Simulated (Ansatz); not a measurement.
# How fast states decay through Lu2Te2Se

Wanted: the relaxed cell of Lu2Te2Se, its band edges and its decay constants. It is built by putting Te for O in the Lu2SeO2 structure of space group P-3m1, with the volume rescaled by atomic radii. The parent structure comes from the Materials Project.

Main program and level: Ansatz 0.2.0; r2SCAN DFT, plane waves, PAW files, in the first sound run; inputs show where later runs differ.

The structure was built from a prototype and need not be the compound's stable phase.

## Step 1: Starting point

Symmetry: P-3m1, No. 164, trigonal system. The conventional cell has a = 4.114 Å, b = 4.114 Å, c = 7.358 Å, α = 90.00°, β = 90.00°, γ = 120.00°. Lu has 4 Te at 2.44 to 2.45 Å and 3 Se at 3.21 Å nearest. Se has 6 Lu at 3.21 Å nearest. Nearest to Te lie 4 Lu at 2.44 to 2.45 Å and 3 Te at 3.00 Å. It derives from Lu2SeO2. Te for O in the Lu2SeO2 structure of space group P-3m1. Farther neighbours and most contacts between anions are not listed.

## Step 2: Relaxing the new crystal

The substituted atoms don't fit the parent's cell, so cell and atoms relax together. A small smearing keeps the run stable in case the gap closes on the way.

File input.yaml:

```yaml
crystal:
  lattice:
    - [4.1136044316, 0.0, 0.0]
    - [-2.0568022158, 3.5624859389, 0.0]
    - [0.0, 0.0, 7.3578764117]
  atoms:
    - { symbol: Lu, position: [0.3333333333, 0.6666666667, 0.29320408] }
    - { symbol: Lu, position: [0.6666666667, 0.3333333333, 0.70679592] }
    - { symbol: Se, position: [0.0, 0.0, 0.0] }
    - { symbol: Te, position: [0.3333333333, 0.6666666667, 0.62510293] }
    - { symbol: Te, position: [0.6666666667, 0.3333333333, 0.37489707] }
kpoints:
  mp_grid: { grid: [6, 6, 4] }
scf:
  occupations: { method: gaussian, width: 0.03 }
hamiltonian:
  xc: r2scan
output:
  forces: true
  stress: true
relax:
  f_tol: 0.02
  max_steps: 60
  cell: {}
```

On the command line:

```
$ ansatz run input.yaml --threads 2 --pin off --max-ram 4096MiB --backend cpu --events-out ev --progress --plain --runs-dir out
```

Numbers of over 12 decimals in the logs are rounded to 6 here.

Log:

```text
Engine: ansatz 0.2.0, aarch64-unknown-linux-gnu
Pseudopotentials: kind: paw
Pseudopotential: Lu, paw, valence charge 25, recommended cutoff 500 eV (meta_gga), Lu.paw.azcp
Pseudopotential: Se, paw, valence charge 16, recommended cutoff 500 eV (meta_gga), Se.paw.azcp
Pseudopotential: Te, paw, valence charge 16, recommended cutoff 500 eV (meta_gga), Te.paw.azcp
Functional definition: r2SCAN
  parameter k0 = 0.174
  parameter k1 = 0.065
  parameter a1 = 4.9479
  exchange = r2scan_x(k0 = k0, k1 = k1, a1 = a1)
  correlation = r2scan_c
Crystal: 5 atoms, lattice volume = 107.827 Å³
Basis set: ecut = 500 eV, 2721 PW (Γ), exchange–correlation on 128×128×216 points (64 copies of the dense FFT grid, shifted against one another)
Bands: 59, of which v1, the nominal top of the filled ones, is band 49 counted from 1 (48 counted from 0)
Symmetry: 12 space group operations
Space group: P-3m1 (ITA 164), of the structure as read, at distance tolerance 4.8e-5 Å
k-points: 24 of 144
Non-local potential: Lu, projectors of the file, l = 0: 3, l = 1: 2, l = 2: 2, l = 3: 3
Non-local potential: Se, projectors of the file, l = 0: 2, l = 1: 2, l = 2: 3, l = 3: 1
Non-local potential: Te, projectors of the file, l = 0: 2, l = 1: 2, l = 2: 2, l = 3: 2
PAW form: soft (Blöchl's): semilocal exchange-correlation on the pseudo side does not see the compensation charge
PAW frozen core: Lu, regenerated for the run's functional (the file was generated under x = pbe(κ = 0.804, μ = 0.219515), c = pbe(β = 0.066725))
PAW frozen core: Se, regenerated for the run's functional (the file was generated under x = pbe(κ = 0.804, μ = 0.219515), c = pbe(β = 0.066725))
PAW frozen core: Te, regenerated for the run's functional (the file was generated under x = pbe(κ = 0.804, μ = 0.219515), c = pbe(β = 0.066725))
PAW one-centre angular grid: Lu, 974 points (default); XC on 160 Gauss nodes
PAW one-centre angular grid: Se, 590 points (default); XC on 160 Gauss nodes
PAW one-centre angular grid: Te, 590 points (default); XC on 160 Gauss nodes
Initial density: superposition of atomic densities (neutral atoms: chi_scale 0, normalization atom), corrected by the library's trained network
Initial wavefunctions: pseudopotential atomic-orbital guess
Functional: x = r2scan, c = r2scan; τ floored in thin density (d = 2e-4 eV/Å³)
SCF iter   1: F=—  HF=-48950.903182 eV  |F-HF|=—  |Δ(HF+E_count)|=         —  Δρ=1.11e-2  dr2=2.31e-1  dr2_τ=1.77e-1  ethr=1.77e-3  ⟨swp⟩=7.6  Hψ=7083  notcnv=0  defer=11
preconditioner: auto → LDOS  [insulator: Δε(μ)=0.578 eV  Ē_g=13.844 eV  σ=0.030 eV  W_gap=0.50  n_scr=36 (ndim 8)  ℏωp=28.6 eV  f_vac=0.034  D(μ)=0.52/eV (n_scr^D=2)  ε∞_Penn≈5.3  β→1.0]
SCF iter   2: F=—  HF=-48951.608193 eV  |F-HF|=—  |Δ(HF+E_count)|=   7.05e-1  Δρ=2.45e-2  dr2=1.08e0  dr2_τ=3.51e-2  ethr=2.36e-4  ⟨swp⟩=5.1  Hψ=4649  notcnv=0  defer=93  recentre
SCF iter   3: F=—  HF=-48951.110060 eV  |F-HF|=—  |Δ(HF+E_count)|=   4.98e-1  Δρ=4.35e-3  dr2=2.70e-2  dr2_τ=7.17e-4  ethr=2.36e-4  ⟨swp⟩=4.5  Hψ=3982  notcnv=0  defer=92
SCF iter   4: F=—  HF=-48951.102930 eV  |F-HF|=—  |Δ(HF+E_count)|=   7.13e-3  Δρ=7.49e-4  dr2=4.78e-4  dr2_τ=7.05e-5  ethr=2.76e-5  ⟨swp⟩=4.0  Hψ=3513  notcnv=0  defer=75
automatic band count: iteration 4 solves 58 bands in place of 59: the levels show a gap, and the empty bands left out lie too high to hold charge; the band table lists the bands solved (type scf.n_extra_bands for more)
SCF iter   5: F=—  HF=-48951.103105 eV  |F-HF|=—  |Δ(HF+E_count)|=   1.76e-4  Δρ=2.47e-4  dr2=4.83e-5  dr2_τ=4.01e-6  ethr=4.87e-7  ⟨swp⟩=2.9  Hψ=3137  notcnv=0  defer=51
automatic band count: iteration 5 solves 57 bands in place of 58: the levels show a gap, and the empty bands left out lie too high to hold charge; the band table lists the bands solved (type scf.n_extra_bands for more)
SCF iter   6: F=—  HF=-48951.103095 eV  |F-HF|=—  |Δ(HF+E_count)|=   1.05e-5  Δρ=1.01e-4  dr2=1.93e-5  dr2_τ=1.03e-6  ethr=4.93e-8  ⟨swp⟩=3.0  Hψ=3160  notcnv=0  defer=51
SCF iter   7: F=—  HF=-48951.103092 eV  |F-HF|=—  |Δ(HF+E_count)|=   2.55e-6  Δρ=4.11e-5  dr2=7.51e-7  dr2_τ=1.15e-7  ethr=1.97e-8  ⟨swp⟩=2.4  Hψ=2783  notcnv=0  defer=51
SCF iter   8: F=-48951.103094 eV  HF=-48951.103094 eV  |F-HF|=3.30e-8  |Δ(HF+E_count)|=   1.38e-6  Δρ=1.09e-5  dr2=9.97e-8  dr2_τ=8.45e-9  ethr=1.02e-10  ⟨swp⟩=7.0  Hψ=7793  notcnv=0
SCF 1 converged in 8 iterations: F = -48951.103094 eV  dr2 = 9.97e-8
  greatest PAW one-centre occupation: 1.000 electrons in one spin orbital (limit 2), on the Se atom at site 2 (counted from 0), in its partial waves of l = 2
relax step   1: F+E_penalty+E_count = -48951.10309369 eV  Δ(F+E_penalty+E_count) = +0.000e0 eV  max|allowed force component| = 1.104e1 eV/Å  Δτ_max = 0.0000 Å  P = +60.483 GPa  Ω = 107.827 Å³  (8 SCF iters, dr2 threshold 1.00e-7 eV, accepted)
Crystal: 5 atoms, lattice volume = 119.694 Å³
Basis set: ecut = 500 eV, 3045 PW (Γ), exchange–correlation on 128×128×216 points (64 copies of the dense FFT grid, shifted against one another)
Initial density: handed on by an earlier stage of this run
Initial wavefunctions: those handed on with the density
iter 1 solved again at ethr=3.04e-3 eV; its pass at ethr=3.10e-3 eV (dr2=2.97e0 eV) is discarded
SCF iter   1: F=—  HF=-48957.200157 eV  |F-HF|=—  |Δ(HF+E_count)|=         —  Δρ=3.35e-2  dr2=2.94e0  dr2_τ=8.12e0  ethr=3.04e-3  ⟨swp⟩=2.0  Hψ=8770  notcnv=0
automatic band count: iteration 1 solves 57 bands in place of 59: the levels show a gap, and the empty bands left out lie too high to hold charge; the band table lists the bands solved (type scf.n_extra_bands for more)
preconditioner: auto → Resta (q_TF=auto, 2.639 Å⁻¹)  ε∞=8.9  [insulator: Δε(μ)=0.604 eV  Ē_g=8.692 eV  σ=0.030 eV  W_gap=1.00  n_scr=36 (ndim 8)  ℏωp=24.5 eV  f_vac=0.045  D(μ)=0.00/eV (n_scr^D=0)  ε∞_Penn≈8.9]
SCF iter   2: F=—  HF=-48957.862693 eV  |F-HF|=—  |Δ(HF+E_count)|=   6.63e-1  Δρ=1.35e-2  dr2=4.77e-1  dr2_τ=1.24e-2  ethr=3.00e-3  ⟨swp⟩=4.2  Hψ=3541  notcnv=0
SCF iter   3: F=—  HF=-48957.806178 eV  |F-HF|=—  |Δ(HF+E_count)|=   5.65e-2  Δρ=6.75e-3  dr2=5.35e-2  dr2_τ=1.84e-3  ethr=4.87e-4  ⟨swp⟩=4.8  Hψ=3694  notcnv=0  defer=53
SCF iter   4: F=—  HF=-48957.791758 eV  |F-HF|=—  |Δ(HF+E_count)|=   1.44e-2  Δρ=4.33e-3  dr2=1.67e-2  dr2_τ=1.14e-3  ethr=5.46e-5  ⟨swp⟩=4.0  Hψ=3642  notcnv=0  defer=53
SCF iter   5: F=—  HF=-48957.787205 eV  |F-HF|=—  |Δ(HF+E_count)|=   4.55e-3  Δρ=1.18e-3  dr2=2.08e-3  dr2_τ=1.05e-4  ethr=1.70e-5  ⟨swp⟩=3.2  Hψ=2989  notcnv=0  defer=58
[...]
relax step   9: F+E_penalty+E_count = -48963.16711992 eV  Δ(F+E_penalty+E_count) = -1.245e-1 eV  max|allowed force component| = 3.883e-1 eV/Å  Δτ_max = 0.0391 Å  P = -0.095 GPa  Ω = 154.263 Å³  energy of the carried Pulay correction = -8.771e-3 eV  (8 SCF iters, dr2 threshold 5.00e-7 eV, accepted)
relax step  10: F+E_penalty+E_count = -48963.22933574 eV  Δ(F+E_penalty+E_count) = -6.222e-2 eV  max|allowed force component| = 1.501e-1 eV/Å  Δτ_max = 0.0218 Å  P = +0.234 GPa  Ω = 152.247 Å³  energy of the carried Pulay correction = -8.454e-3 eV  (9 SCF iters, dr2 threshold 5.00e-7 eV, accepted)
relax step  11: F+E_penalty+E_count = -48963.23425231 eV  Δ(F+E_penalty+E_count) = -4.917e-3 eV  max|allowed force component| = 2.127e-2 eV/Å  Δτ_max = 0.0212 Å  P = +0.249 GPa  Ω = 152.100 Å³  energy of the carried Pulay correction = -8.431e-3 eV  (7 SCF iters, dr2 threshold 5.00e-7 eV, accepted)
relax step  12: F+E_penalty+E_count = -48963.23465331 eV  Δ(F+E_penalty+E_count) = -4.010e-4 eV  max|allowed force component| = 8.845e-3 eV/Å  Δτ_max = 0.0041 Å  P = -0.040 GPa  Ω = 152.938 Å³  energy of the carried Pulay correction = -8.563e-3 eV  (7 SCF iters, dr2 threshold 1.56e-7 eV, accepted)
relax step  13: F+E_penalty+E_count = -48963.23468715 eV  Δ(F+E_penalty+E_count) = -3.384e-5 eV  max|allowed force component| = 1.007e-3 eV/Å  Δτ_max = 0.0004 Å  P = -0.001 GPa  Ω = 152.869 Å³  energy of the carried Pulay correction = -8.552e-3 eV  (6 SCF iters, dr2 threshold 1.29e-8 eV, accepted)
relax step  14: F+E_penalty+E_count = -48963.31636980 eV  Δ(F+E_penalty+E_count) = -8.168e-2 eV  max|allowed force component| = 4.850e-3 eV/Å  Δτ_max = 0.0000 Å  P = +0.708 GPa  Ω = 152.869 Å³  stress off target by 1.90e0 GPa  SCF on the basis re-selected at this cell (its energy is not comparable with the rows above)  (10 SCF iters)
relax step  15: F+E_penalty+E_count = -48963.34905927 eV  Δ(F+E_penalty+E_count) = -3.269e-2 eV  max|allowed force component| = 1.148e-1 eV/Å  Δτ_max = 0.0447 Å  P = +0.509 GPa  Ω = 156.248 Å³  energy of the carried Pulay correction = -5.001e-4 eV  (8 SCF iters, dr2 threshold 5.00e-7 eV, accepted)
relax step  16: F+E_penalty+E_count = -48963.36209562 eV  Δ(F+E_penalty+E_count) = -1.304e-2 eV  max|allowed force component| = 3.349e-2 eV/Å  Δτ_max = 0.0491 Å  P = +0.064 GPa  Ω = 160.378 Å³  energy of the carried Pulay correction = -1.171e-3 eV  (9 SCF iters, dr2 threshold 5.00e-7 eV, accepted)
relax step  17: F+E_penalty+E_count = -48963.36256372 eV  Δ(F+E_penalty+E_count) = -4.681e-4 eV  max|allowed force component| = 6.024e-3 eV/Å  Δτ_max = 0.0038 Å  P = +0.014 GPa  Ω = 160.315 Å³  energy of the carried Pulay correction = -1.158e-3 eV  (7 SCF iters, dr2 threshold 1.23e-7 eV, accepted)
Basis set: ecut = 500 eV, 4113 PW (Γ), exchange–correlation on 128×128×320 points (64 copies of the dense FFT grid, shifted against one another)
iter 1 solved again at ethr=9.36e-8 eV; its pass at ethr=3.10e-3 eV (dr2=9.17e-5 eV) is discarded
SCF iter   1: F=—  HF=-48963.363367 eV  |F-HF|=—  |Δ(HF+E_count)|=         —  Δρ=1.80e-4  dr2=2.42e-6  dr2_τ=1.30e-5  ethr=9.36e-8  ⟨swp⟩=4.0  Hψ=10466  notcnv=0
preconditioner: auto → Resta (q_TF=auto, 2.513 Å⁻¹)  ε∞=6.8  [insulator: Δε(μ)=1.141 eV  Ē_g=8.747 eV  σ=0.030 eV  W_gap=1.00  n_scr=50 (ndim 8)  ℏωp=21.1 eV  f_vac=0.126  D(μ)=0.00/eV (n_scr^D=0)  ε∞_Penn≈6.8]
SCF iter   2: F=—  HF=-48963.363949 eV  |F-HF|=—  |Δ(HF+E_count)|=   5.82e-4  Δρ=9.12e-5  dr2=6.55e-7  dr2_τ=3.79e-6  ethr=2.47e-9  ⟨swp⟩=2.7  Hψ=2617  notcnv=0
SCF iter   3: F=—  HF=-48963.364037 eV  |F-HF|=—  |Δ(HF+E_count)|=   8.79e-5  Δρ=2.93e-5  dr2=1.55e-7  dr2_τ=3.49e-7  ethr=6.68e-10  ⟨swp⟩=3.3  Hψ=3054  notcnv=0
SCF iter   4: F=—  HF=-48963.364046 eV  |F-HF|=—  |Δ(HF+E_count)|=   8.75e-6  Δρ=5.31e-6  dr2=2.04e-8  dr2_τ=2.13e-9  ethr=1.58e-10  ⟨swp⟩=3.1  Hψ=2972  notcnv=0
SCF iter   5: F=—  HF=-48963.364046 eV  |F-HF|=—  |Δ(HF+E_count)|=   3.29e-8  Δρ=9.70e-7  dr2=1.66e-9  dr2_τ=1.31e-10  ethr=2.08e-11  ⟨swp⟩=2.0  Hψ=2592  notcnv=0
SCF iter   6: F=—  HF=-48963.364046 eV  |F-HF|=—  |Δ(HF+E_count)|=   1.82e-9  Δρ=3.48e-7  dr2=4.18e-10  dr2_τ=1.80e-11  ethr=1.70e-12  ⟨swp⟩=2.0  Hψ=2591  notcnv=0
SCF iter   7: F=—  HF=-48963.364046 eV  |F-HF|=—  |Δ(HF+E_count)|=  5.82e-11  Δρ=1.78e-7  dr2=1.52e-10  dr2_τ=3.25e-12  ethr=1.00e-12  ⟨swp⟩=2.0  Hψ=2529  notcnv=0
SCF iter   8: F=-48963.364046 eV  HF=-48963.364046 eV  |F-HF|=1.46e-11  |Δ(HF+E_count)|=  2.18e-11  Δρ=8.04e-8  dr2=2.44e-11  dr2_τ=6.73e-13  ethr=1.00e-12  ⟨swp⟩=4.8  Hψ=6800  notcnv=0
SCF 18 converged in 8 iterations: F = -48963.364046 eV  dr2 = 2.44e-11
relax step  18: F+E_penalty+E_count = -48963.36404561 eV  Δ(F+E_penalty+E_count) = -1.482e-3 eV  max|allowed force component| = 5.956e-3 eV/Å  Δτ_max = 0.0000 Å  P = +0.015 GPa  Ω = 160.315 Å³  stress off target by 2.55e-2 GPa  SCF on the basis re-selected at this cell (its energy is not comparable with the rows above)  (8 SCF iters)
basis re-selected at this cell: Δ(F+E_penalty+E_count) = -1.482e-3 eV, ΔP = +0.001 GPa vs the last step (what re-selecting the basis moved, of the pressure what is left beyond the Pulay correction that the steps carried, after the strain that the cell walked since its last selection, with what the two solves' SCF thresholds leave and, on support functions, any second-order correction that the steps lacked; it is no measure of the basis error at this ecutwfc). The dense FFT grid was sized anew with the basis: this SCF ran on 32×32×80 points, the steps before it on 32×32×75, so part of this shift can come from that change (see relax.cell in the input reference). [rest of the remark cut]
SCF converged after 8 iterations
Free energy (F): -48963.364046 eV
Harris-Foulkes:  -48963.364046 eV  (|F-HF|=1.46e-11)
Internal energy: -48963.364046 eV  (E = F + TS)
E sigma→0 (E₀):  -48963.364046 eV
Fermi energy:    9.384024 eV
--- Per-component energies (eV) ---
  E_band       = -1160.281900
  E_kinetic    = 1317.154364
  E_local      = -23607.360350  (includes V_loc(G=0)·N_el)
  E_nonlocal   = -75.322850
  E_hartree    = 10959.754464
  E_xc         = -759.557845
  E_vxc        = -915.121802  (∫ρ·V_xc dr)
  E_paw        = -26064.928967  (= ΣΔE_a)
  E_vpaw       = 150.429138  (= ΣTr[D̂ρ^β])
  E_aug_tail   = -0.000254  (compensation charges beyond the density's cutoff)
  E_vtau       = 50.431141  (kinetic-family band-sum trace: ∫τ·v_τ [+ j·A + Jᵃ·Aᵃ] dr)
  E_ewald      = -10733.262594
  E_core_change = 0.159987  (= ΣΔE_core)
  E_smearing   = -0.000000  (= −TS)
  E_closure    = -0.000000  (closes the sum)
  Σ components = -48963.364046   (vs F -48963.364046, Δ=0.00e0)
--- Forces (eV/Å), atoms counted from 1 ---
  atom   1  Lu     0.00000000     0.00000000     0.00143842
  atom   2  Lu     0.00000000    -0.00000000    -0.00143842
  atom   3  Se    -0.00000000     0.00000000     0.00000000
  atom   4  Te     0.00000000    -0.00000000     0.00595646
  atom   5  Te    -0.00000000     0.00000000    -0.00595646
  max |Σ_I F_I| component: 9.25e-18 eV/Å
--- Stress (GPa, compression-positive) ---
        0.025457       0.000000       0.000000
        0.000000       0.025457      -0.000000
        0.000000      -0.000000      -0.006021
  P = ⅓ Tr σ = 0.0150 GPa (0.150 kbar)
--- Relaxed structure (16 steps of the walk, 16 accepted, 2 SCFs on fresh bases) ---
  F+E_penalty+E_count = -48963.36404561 eV   max|allowed force component| = 5.956e-3 eV/Å   (the final SCF, on the basis selected at the relaxed cell)
  cell:  # Å, volume = 160.3146 Å³
    - [4.181063, 0, 1.387106209355563e-16]
    - [-2.090532, 3.620907, -6.935531046777815e-17]
    - [2.481073770710107e-16, 0, 10.589344]
  atoms:
    - { symbol: Lu, position: [0.333333, 0.666667, 0.168738] }
    - { symbol: Lu, position: [0.666667, 0.333333, 0.831262] }
    - { symbol: Se, position: [0, 0, 2.4401589496406998e-18] }
    - { symbol: Te, position: [0.333333, 0.666667, 0.678616] }
    - { symbol: Te, position: [0.666667, 0.333333, 0.321384] }
```

Wall time 3.7 min (2 threads of Arm Neoverse V2, shared host); peak memory 0.93 GiB.

Relaxation path:

| step | energy less that of the first step (eV) | largest force component (eV/Å) | pressure (GPa) | volume (Å³) |
| --- | --- | --- | --- | --- |
| 1 | 0.0000 | 11.0435 | 60.48 | 107.83 |
| 2 | -6.6837 | 5.2040 | 30.21 | 119.69 |
| 3 | -9.5898 | 2.4733 | 13.87 | 129.96 |
| 4 | -10.5741 | 1.3889 | 3.49 | 140.57 |
| 5 | -10.7320 | 1.3622 | 1.93 | 143.82 |
| 6 | -11.2832 | 0.8835 | -0.90 | 151.93 |
| 7 | -11.6839 | 0.4232 | -1.27 | 154.61 |
| 8 | -11.9395 | 0.1264 | -0.24 | 154.39 |
| 9 | -12.0640 | 0.3883 | -0.10 | 154.26 |
| 10 | -12.1262 | 0.1501 | 0.23 | 152.25 |
| 11 | -12.1312 | 0.0213 | 0.25 | 152.10 |
| 12 | -12.1316 | 0.0088 | -0.04 | 152.94 |
| 13 | -12.1316 | 0.0010 | 0.00 | 152.87 |
| 14* | -12.2133 | 0.0049 | 0.71 | 152.87 |
| 15 | -12.2460 | 0.1148 | 0.51 | 156.25 |
| 16 | -12.2590 | 0.0335 | 0.06 | 160.38 |
| 17 | -12.2595 | 0.0060 | 0.01 | 160.31 |
| 18* | -12.2610 | 0.0060 | 0.01 | 160.31 |

Relaxation steps marked * repeat the geometry before them on a plane-wave basis chosen anew for their cell, so energy and pressure can jump there.

The run keeps the 12 symmetry operations that it works with, so distortions that break them were not tested.

| cell as run | before | after | change |
| --- | --- | --- | --- |
| a (Å) | 4.114 | 4.181 | +1.6 % |
| b (Å) | 4.114 | 4.181 | +1.6 % |
| c (Å) | 7.358 | 10.589 | +43.9 % |
| volume (Å³/atom) | 21.57 | 32.06 | +48.7 % |

The atoms that moved most (Å, as changes of fractional coordinates times the final cell):

| atom | dx | dy | dz | length |
| --- | --- | --- | --- | --- |
| Lu2 | 0.000 | 0.000 | 1.318 | 1.318 |
| Lu1 | 0.000 | 0.000 | -1.318 | 1.318 |
| Te4 | 0.000 | 0.000 | 0.567 | 0.567 |
| Te5 | 0.000 | 0.000 | -0.567 | 0.567 |

Final coordinates:

```cif
data_structure
_symmetry_space_group_name_H-M 'P 1'
_symmetry_Int_Tables_number 1
_cell_length_a 4.1811
_cell_length_b 4.1811
_cell_length_c 10.5893
_cell_angle_alpha 90.000
_cell_angle_beta 90.000
_cell_angle_gamma 120.000
_cell_volume 160.31
loop_
_atom_site_label
_atom_site_type_symbol
_atom_site_fract_x
_atom_site_fract_y
_atom_site_fract_z
_atom_site_occupancy
Lu1 Lu 0.33333 0.66667 0.16874 1
Lu2 Lu 0.66667 0.33333 0.83126 1
Se3 Se 0.00000 0.00000 0.00000 1
Te4 Te 0.33333 0.66667 0.67862 1
Te5 Te 0.66667 0.33333 0.32138 1
```

Numbers from this step:

* free energy: -48963.3640 eV
* Fermi energy: 9.384 eV
* pressure: 0.01496 GPa

The largest force component on a free atom ends at 0.0060 eV/Å.

[end of part 1 of 3]

[Logs are printed without paths, hosts, clocks, repeated set-up lines and the standing remarks that a program may print on its own settings, such as how far it seeks lower states.]

[Hosts, paths, dates, database ids (printed as entryN), source tags and the programs' standing remarks are cut or masked in the printed files.]
